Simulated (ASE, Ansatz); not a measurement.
# Structural relaxation of Ti2CO2 MXene, 1 layer, S on O sites (80 atoms), part 2 of 2

How does Ti2CO2 MXene, 1 layer, S on O sites (80 atoms) relax, and what do bonds, charges and levels look like afterwards?

Ansatz 0.2.0; Kohn-Sham DFT, r2SCAN, PAW (set soft_2), plane waves.

The cell: 16 C, 32 Ti, 30 O and 2 S. The main run has no spin polarisation. Only the Γ point is sampled, in a cell whose shortest periodic width is 11 Å.

So far. Step 3 (Relaxation): The relaxation changed the energy by -127 meV/atom, and atoms moved by 0.13 Å r.m.s., 0.66 Å at most.

## 4. Distances and neighbours after relaxation

Bonds before and after, by the cutoffs listed below:

```tsv
pair	bonds before	bonds after	mean before (Å)	mean after (Å)	spread before (Å)	spread after (Å)
Ti-O	90	90	2.001	1.977	0.026	0.063
Ti-C	96	96	2.218	2.206	0.028	0.072
Ti-S	6	6	1.989	2.429	0.022	0.046
```

Normalised to the volume that the atoms fill. Pair distribution functions g(r), in bins of 0.2 Å:

```tsv
r (Å)	total	Ti-Ti	Ti-O	Ti-C	Ti-S	O-O	O-C
1.80	0.29	0.00	0.96	0.00	0.00	0.00	0.00
2.00	2.79	0.00	8.53	1.47	0.00	0.00	0.00
2.20	2.22	0.00	0.28	13.35	0.00	0.00	0.00
2.40	0.27	0.00	0.00	0.88	6.46	0.00	0.00
2.60	0.00	0.00	0.00	0.00	0.00	0.00	0.00
2.80	1.44	0.00	0.00	0.00	0.00	0.00	9.64
3.00	2.19	5.90	0.00	0.00	0.00	6.05	0.00
3.20	1.65	5.90	0.00	0.00	0.00	1.91	0.00
3.40	0.34	0.00	1.06	0.00	0.00	0.00	0.00
3.60	0.62	0.00	1.68	0.70	0.00	0.00	0.00
3.80	1.05	0.00	1.14	4.22	1.72	0.00	0.00
4.00	0.09	0.00	0.00	0.36	1.58	0.00	0.00
4.20	0.66	0.00	0.00	0.00	0.00	0.00	4.38
4.40	0.31	1.96	0.00	0.00	0.00	0.00	0.00
4.60	1.36	0.00	3.62	0.00	0.00	1.70	0.00
4.80	1.42	0.00	2.95	3.21	0.54	0.04	0.00
5.00	0.65	0.00	0.29	3.14	2.78	0.00	0.00
5.20	1.02	0.23	0.00	0.00	2.58	0.49	5.65
5.40	1.38	5.04	0.00	0.00	0.00	2.12	0.00
5.60	0.22	0.00	0.00	0.00	0.00	1.23	0.00
5.80	0.00	0.00	0.00	0.00	0.00	0.00	0.00
6.00	0.06	0.13	0.00	0.00	0.00	0.17	0.00
6.20	0.85	1.86	0.34	0.00	0.00	1.69	0.00
6.40	1.19	0.00	2.44	1.16	0.00	1.96	0.00
6.60	0.66	0.00	0.90	2.27	1.31	0.00	0.02
6.80	0.63	0.30	0.00	0.10	2.08	0.00	3.26
7.00	0.55	1.28	1.02	0.02	0.00	0.00	0.02
7.20	0.51	0.00	1.17	0.93	0.36	0.00	0.00
```

Bonds by pair of elements; cutoffs follow the first minimum of g(r), held within bounds set by covalent radii, and pairs that aren't listed don't count as bonded:

```tsv
pair A-B	cutoff (Å)	bonds	mean length (Å)	spread (Å)	shortest (Å)	B about A	A about B
Ti-O	2.64	90	1.98	0.063	1.89	2.81	3
Ti-C	2.64	96	2.21	0.072	2.07	3	6
Ti-S	3.1	6	2.43	0.046	2.36	0.188	3
```

How many atoms have how many bonded neighbours:

```tsv
element	mean	3	6
C	6	0	16
O	3	30	0
S	3	2	0
Ti	6	0	32
```

Bond angles, per cent of each kind in bins of 5°:

```tsv
angle (°)	C-Ti-O	Ti-C-Ti	C-Ti-C	Ti-O-Ti	O-Ti-O
75–80	3.3	0.0	0.0	0.0	0.0
80–85	36.3	0.4	0.0	0.0	0.0
85–90	27.0	45.4	66.7	0.0	0.0
90–95	0.0	28.3	33.3	0.0	0.0
95–100	0.0	5.8	0.0	20.0	21.4
100–105	0.0	0.0	0.0	61.1	53.6
105–110	0.0	0.0	0.0	18.9	25.0
110–115	0.0	0.0	0.0	0.0	0.0
115–120	0.0	0.0	0.0	0.0	0.0
120–125	0.0	0.0	0.0	0.0	0.0
125–130	0.0	0.0	0.0	0.0	0.0
130–135	0.0	0.0	0.0	0.0	0.0
135–140	0.0	0.0	0.0	0.0	0.0
140–145	0.0	0.0	0.0	0.0	0.0
145–150	0.0	0.0	0.0	0.0	0.0
150–155	0.0	0.0	0.0	0.0	0.0
155–160	0.0	0.0	0.0	0.0	0.0
160–165	0.0	0.0	0.0	0.0	0.0
165–170	22.2	0.0	0.0	0.0	0.0
170–175	11.1	9.2	0.0	0.0	0.0
175–180	0.0	10.8	0.0	0.0	0.0
```

Bond angles (no mean is given where the spread exceeds 20°):

```tsv
angle	count	mean (°)	spread (°)
C-Ti-O	270	-	-
Ti-C-Ti	240	-	-
C-Ti-C	96	89	2
Ti-O-Ti	90	102	2.5
O-Ti-O	84	103	2.7
```

First main peaks of g(r), for some of the pairs, lie near 3.10 Å (Ti-Ti), 1.97 Å (Ti-O), 2.20 Å (Ti-C), 2.42 Å (Ti-S), 3.08 Å (O-O) and 2.80 Å (O-C). Counting bonds as in the table, all C atoms have 6, all O atoms have 3, all S atoms have 3 and all Ti atoms have 6 bonded neighbours.

## 5. Single point at the relaxed geometry

One more single point at the end of the walk gives the fuller output and checks the residual forces.

The input, input.yaml:

```yaml
crystal:
  lattice:
    - [12.3624, 0.0, 0.0]
    - [-6.1812, 10.70615, 0.0]
    - [0.0, 0.0, 20.44]
  atoms:
    - { symbol: C, position: [0.00238, 0.99978, 0.49915] }
    - { symbol: Ti, position: [0.07713, 0.16347, 0.56332] }
    - { symbol: Ti, position: [0.15608, 0.07999, 0.43626] }
    - { symbol: O, position: [0.16937, 0.08312, 0.60405] }
    [... 70 atom lines left out ...]
    - { symbol: O, position: [0.83772, 0.66774, 0.39431] }
    - { symbol: C, position: [0.75403, 0.74977, 0.50048] }
    - { symbol: Ti, position: [0.82963, 0.91669, 0.56385] }
    - { symbol: Ti, position: [0.91098, 0.83155, 0.43671] }
    - { symbol: O, position: [0.91903, 0.8348, 0.60558] }
    - { symbol: O, position: [0.83363, 0.91613, 0.39465] }
kpoints:
  mp_grid: { grid: [1, 1, 1] }
hamiltonian:
  xc: r2scan
scf:
  occupations: { method: fermi_dirac, width: 0.025 }
output:
  forces: true
  populations: intrinsic
  dos:
    method: { smearing: { sigma: 0.08 } }
    de: 0.1
    projected:
      site_lists:
        C: [C]
        O: [O]
        S: [S]
        Ti: [Ti]
        layer_1: [0, 1, 2, 3, 4, 5, 6, 7, 8, 9, 10, 11, 12, 13, 14, 15, 16, 17, 18, 19, 20, 21, 22, 23, 24, 25, 26, 27, 28, 29, 30, 31, 32, 33, 34, 35, 36, 37, 38, 39, 40, 41, 42, 43, 44, 45, 46, 47, 48, 49, 50, 51, 52, 53, 54, 55, 56, 57, 58, 59, 60, 61, 62, 63, 64, 65, 66, 67, 68, 69, 70, 71, 72, 73, 74, 75, 76, 77, 78, 79]
  eigenvalues: true
  write_density: true
  write_potential: true
  volumetric_format: npy
```

On the command line:

```bash
$ ansatz run input.yaml --threads 4 --pin off --max-ram 8192MiB --backend cpu --events-out ev --progress --plain --runs-dir out
```

Numbers of over 12 decimals in the logs are rounded to 6 here.

Log:

```text
[...]
Crystal: 80 atoms, lattice volume = 2705.310 Å³
Basis set: ecut = 500 eV, 68787 PW (Γ), exchange–correlation on 384×384×600 points (64 copies of the dense FFT grid, shifted against one another)
Bands: 400, of which v1, the nominal top of the filled ones, is band 320 counted from 1 (319 counted from 0)
Symmetry: 1 space group operations
[...]
k-points: 1
[...]
SCF iter   1: F=—  HF=-103129.513743 eV  |F-HF|=—  |Δ(HF+E_count)|=         —  Δρ=1.61e-2  dr2=9.28e0  dr2_τ=5.47e0  ethr=1.77e-3  ⟨swp⟩=7.0  Hψ=1656  notcnv=0  defer=33
[...]
SCF iter  15: F=-103130.513851 eV  HF=-103130.513851 eV  |F-HF|=7.01e-9  |Δ(HF+E_count)|=   1.91e-8  Δρ=4.36e-7  dr2=3.97e-9  dr2_τ=3.62e-10  ethr=1.56e-11  ⟨swp⟩=10.0  Hψ=2512  notcnv=0
SCF 1 converged in 15 iterations: F = -103130.513851 eV  dr2 = 3.97e-9
[...]
WARN: The output density's exchange-correlation potential varies sharply where the density is thin. Do not read a vacuum level from v_tot or v_xc, or from such a field of the output density. On a cell that repeats whose density bears no net charge and no dipole along the vacuum's axis use v_es (v_loc + v_h of the components); [...]
SCF converged after 15 iterations
Free energy (F): -103130.513851 eV
[...]
Internal energy: -103130.513851 eV  (E = F + TS)
E sigma→0 (E₀):  -103130.513851 eV
Entropy (-TS):   -0.000000 eV (-0.000 meV/atom)
Fermi energy:    -0.069943 eV
[...]
--- Forces (eV/Å), atoms counted from 1 ---
  atom   1  C     -0.01009516     0.00088261    -0.01057934
  atom   2  Ti    -0.00333612     0.00560349     0.00825264
  atom   3  Ti    -0.00561512     0.00566606    -0.00990688
  atom   4  O      0.00811682    -0.00462032    -0.00088351
  atom   5  O      0.00458264     0.00157383     0.00642908
  atom   6  C     -0.00355333    -0.00594439    -0.00280472
  atom   7  Ti    -0.00328843     0.01124708     0.00149679
  atom   8  Ti    -0.00599674     0.01070000    -0.00429367
  atom   9  O      0.00254182    -0.00261581     0.00095813
  atom  10  O      0.00969096    -0.00775507    -0.00387129
  atom  11  C     -0.00618567     0.00050716     0.01388967
  atom  12  Ti     0.00619627    -0.01294768     0.00636409
  atom  13  Ti     0.00511646     0.00760237    -0.00656771
  atom  14  S      0.00752084    -0.00141236    -0.02630348
[...]
atom  79  O      0.00189185     0.00365211    -0.00054936
  atom  80  O      0.00964357     0.00255196     0.00198284
  max |Σ_I F_I| component: 2.15e-4 eV/Å
--- Band table (eV) ---
[...]
--- intrinsic populations: 80 sites ---
  site symbol       q [e]
     0      C      5.0115
     1     Ti     10.7968
     2     Ti     10.8990
[...]
79      O      6.6967
  spilling = 0.000000 (of n_electrons = 640.000000)
```

It took 2.5 min on 4 threads of Arm Neoverse V2, shared host; peak memory 7.5 GiB.

The program notes that the exchange-correlation potential is rough where the density is thin.

Read from the output:

- free energy: -103130.5139 eV
- free energy per atom: -1289.1314 eV/atom
- SCF cycles: 15
- r.m.s. force component: 0.00788 eV/Å
- longest force: 0.03834 eV/Å
- Fermi energy: -0.06994 eV
- gap (highest filled to lowest empty level): 0.9347 eV
- potential in mid-vacuum, over the Fermi level: 5.749 eV
- potential 4.5 Å over the upper face: 5.748 eV
- potential 4.5 Å under the lower face: 5.749 eV

Intrinsic-atomic-orbital charges by element:

```tsv
element	coordination	atoms	mean charge (e)	spread	least	most
C	all	16	-1.01	0.0063	-1.03	-1.00
O	all	30	-0.691	0.0071	-0.702	-0.679
S	all	2	-0.450	0.0024	-0.452	-0.448
Ti	all	32	1.18	0.0475	1.06	1.22
```

By region:

```tsv
region	atoms	mean length of the force (eV/Å)	net charge (e)
layer 1	80	0.012	0
```

States in the cell by windows of 1 eV, zero at the Fermi level; the larger projections on atomic orbitals stand beside the total:

```tsv
from (eV)	to (eV)	total	layer 1	Ti d	O p	C p	C s
-18	-13	0.0	0.0	0.0	0.0	0.0	0.0
-13	-12	4.0	4.0	0.2	0.0	0.0	0.1
-12	-11	14.0	13.9	1.4	0.3	0.2	8.1
-11	-10	18.0	17.9	3.7	0.2	0.1	12.5
-10	-7	0.0	0.0	0.0	0.0	0.0	0.0
-7	-6	12.5	12.4	3.0	6.2	1.8	0.0
-6	-5	93.2	92.7	21.9	59.2	6.9	0.5
-5	-4	74.4	73.8	13.1	53.2	4.7	0.9
-4	-3	19.0	18.8	5.6	4.9	4.8	0.2
-3	-2	47.3	46.9	14.0	11.1	17.4	0.1
-2	-1	37.5	37.1	9.6	7.8	16.2	0.1
-1	0	4.2	4.2	1.3	0.8	1.8	0.0
0	1	20.9	20.6	16.1	3.3	0.6	0.2
1	2	70.9	70.3	63.1	4.1	2.1	0.1
```

The curve was stored every 0.100 eV, coarse against its broadening of 0.08 eV, so these counts are rough.

Between -26 and -18 eV lie 60 more states.

About 256 of the 640 electrons lie in deeper levels, below the stored range.

The levels nearest the highest filled one (over half full), pooled over k-points and spins:

```tsv
level less the highest filled one (eV)	occupation
-0.954	2
-0.931	2
-0.806	2
-0.646	2
-0.004	2
0	2
0.935	0
0.964	0
1.05	0
1.07	0
1.15	0
1.18	0
```

Planar average of the electrostatic potential energy along the normal, with the Fermi level as zero, after a running mean with a triangular window 4 Å wide at its base:

```tsv
height (Å)	potential energy (eV)
0.0	5.75
0.5	5.75
1.2	5.75
1.8	5.75
2.3	5.75
2.9	5.75
3.5	5.75
4.1	5.75
4.6	5.74
5.2	5.68
5.9	5.31
6.4	4.15
6.9	1.79
7.5	-1.62
8.2	-6.03
8.7	-8.28
9.3	-8.95
9.8	-8.76
10.5	-8.72
11.0	-8.94
11.6	-8.59
12.1	-6.75
12.8	-2.58
13.4	1.00
13.9	3.66
14.4	5.12
15.1	5.65
15.7	5.73
16.2	5.75
16.8	5.75
17.4	5.75
18.0	5.75
18.5	5.75
19.1	5.75
19.8	5.75
20.3	5.75
```

Electrostatic potential energy in the ca plane at fractional y = 0.163, with atoms of Ti and O and S within 0.2 Å of it. With pseudopotentials it is smooth inside the atoms' cores, unlike the true potential.

Values in eV, 13 rows by 16 columns, each cell a mean:
```
  6   6   6   6   6   6   5   4  -7 -10  -1  -1   1   5   6   6
  6   6   6   6   6   6   6  -3 -19  -2  -3 -25 -11   4   5   6
  6   6   6   6   6   6   6  -4 -20   0  -5 -33 -18   3   5   6
  6   6   6   6   6   6   5   4  -6  -9  -1  -5  -1   5   6   6
  6   6   6   6   6   6   6   0 -14  -4  -1 -17  -7   4   6   6
  6   6   6   6   6   6   6  -8 -25   1  -6 -36 -20   3   5   6
  6   6   6   6   6   6   6   4  -4  -6  -1 -10  -4   5   6   6
  6   6   6   6   6   6   3  -9  -5  -5  -1  -9  -2   5   6   6
  6   6   6   6   6   6  -7 -34 -11   2  -8 -36 -17   4   6   6
  6   6   6   6   6   6   3 -11  -4  -2  -3 -19  -6   5   6   6
  6   6   6   6   6   6   6   4  -6  -9  -1  -3   0   5   6   6
  6   6   6   6   6   6   6  -6 -23   0  -5 -32 -17   3   5   6
  6   6   6   6   6   6   6  -2 -15  -1  -3 -27 -13   4   5   6
```
Columns run along c (16.0 Å, from fractional 0.00 to 0.78 of the cell; values clipped at the 3rd and 97th percentile), rows up along a (12.4 Å). Atoms in or near the plane, at fractional coordinates: Ti at (0.56, 0.08), O at (0.39, 0.08), Ti at (0.56, 0.33), S at (0.36, 0.34), Ti at (0.56, 0.58), O at (0.39, 0.59), Ti at (0.56, 0.83), O at (0.39, 0.84).

Valence density in the ca plane at fractional y = 0.163, with atoms of Ti and O and S within 0.2 Å of it. It is the smooth field of the valence electrons, not physical close to the nuclei.

Ten steps, logarithmic in the rise over the least value, from '0' (0.0 e/Å³) to '9' (8.2 e/Å³), each cell a mean:
```
00000000000001223434433233432000000000000000
00000000000012233433333233331000000000000000
00000000000125664322234664311000000000000000
00000000000147986321237998410000000000000000
00000000000137885322237998410000000000000000
00000000000013443323334665321000000000000000
00000000000001223444433334432000000000000000
00000000000012334433333233432000000000000000
00000000000135765322234665321000000000000000
00000000000148986321237998410000000000000000
00000000000136875322237998410000000000000000
00000000000013443223334665321000000000000000
00000000000011223334433234432000000000000000
00000000001233333333333233331000000000000000
00000000023555543222234664211000000000000000
00000000124544543212248997310000000000000000
00000000124555543222248997310000000000000000
00000000012444432223334664321000000000000000
00000000001122223444433234432000000000000000
00000000000012233433333233331000000000000000
00000000000124654322234665321000000000000000
00000000000147986321237998410000000000000000
00000000000147886322237998410000000000000000
00000000000024554323334665321000000000000000
```
Columns run along c (16.0 Å, from fractional 0.14 to 0.92 of the cell), rows up along a (12.4 Å). Atoms in or near the plane, at fractional coordinates: Ti at (0.56, 0.08), O at (0.39, 0.08), Ti at (0.56, 0.33), S at (0.36, 0.34), Ti at (0.56, 0.58), O at (0.39, 0.59), Ti at (0.56, 0.83), O at (0.39, 0.84).

Mean intrinsic-atomic-orbital charges: C -1.01, O -0.69, S -0.45, Ti +1.18 e. The largest share in the top eV of filled states is C p (39 % of the projected weight), and in the lowest eV of empty states Ti d (82 % of the projected weight). The potential stands 6.22 eV above the highest filled level over the upper face and 6.22 eV under the lower one, a reading of the ionisation potential at this level on the run's k-points.

Local excerpt of 13 atoms (numbers count through the whole input) about S14, one of the 2 S atoms; x, y, z are measured from there.

```tsv
atom	x	y	z	distance (Å)	bonds	intrinsic-atomic-orbital charge (e)
S14	0.00	0.00	0.00	0.00	3	-0.45
Ti32	1.50	0.92	-1.57	2.36	6	1.06
Ti7	-0.10	-1.89	-1.54	2.44	6	1.10
Ti12	-1.71	0.92	-1.55	2.49	6	1.10
O34	3.15	-0.04	-0.68	3.22	3	-0.68
O39	1.53	2.75	-0.69	3.22	3	-0.68
O69	-1.59	-2.72	-0.68	3.22	3	-0.69
O74	-3.15	-0.01	-0.68	3.23	3	-0.69
O9	1.57	-2.74	-0.71	3.24	3	-0.68
O19	-1.60	2.74	-0.71	3.25	3	-0.68
C11	-1.53	-0.88	-2.79	3.30	6	-1.01
C36	0.01	1.76	-2.79	3.30	6	-1.02
C31	1.54	-0.86	-2.80	3.31	6	-1.02
```

The column of bonds counts only the pairs Ti-O within 2.64 Å, Ti-C within 2.64 Å, Ti-S within 3.10 Å; other neighbours, such as metal atoms beside each other in a compound, aren't counted, and periodic images can show an atom twice.

## 6. Results

| Item | Value |
| --- | --- |
| energy change in the relaxation | -126.7 meV/atom |
| r.m.s. displacement | 0.134 Å |
| largest displacement | 0.657 Å |
| free energy per atom | -1289.1314 eV/atom |
| r.m.s. force component | 0.00788 eV/Å |
| gap (highest filled to lowest empty level) | 0.9347 eV |
| potential in mid-vacuum, over the Fermi level | 5.749 eV |
| wall time of the 3 DFT runs | 17 min |

**Reading.** Relaxation lowers the energy by 127 meV/atom and moves atoms by 0.13 Å r.m.s.; the r.m.s. force component goes from 1.7 to 0.0079 eV/Å, and the gap from 0.414 to 0.935 eV. By the final cutoffs no bond was broken or made. From the first step to the last the energy fell by 10.138 eV, and the largest move was 0.66 Å (S25). The Ti-S bonds change most in mean length: from 1.989 Å (spread 0.022) to 2.429 Å (spread 0.046). Counting bonds as in the table, all C atoms have 6, all O atoms have 3, all S atoms have 3 and all Ti atoms have 6 bonded neighbours. Between filled and empty levels lie 0.935 eV at Γ alone; the mesh holds the band edges only if they fold onto it, so the gap at this level can be narrower or closed, while semilocal functionals tend to narrow gaps against experiment. The potential stands 6.22 eV above the highest filled level over the upper face and 6.22 eV under the lower one, a reading of the ionisation potential at this level on the run's k-points.

[Logs are printed without paths, hosts, clocks, repeated set-up lines and the standing remarks that a program may print on its own settings, such as how far it seeks lower states.]

[Hosts, paths, dates, database ids (printed as entryN), source tags and the programs' standing remarks are cut or masked in the printed files.]
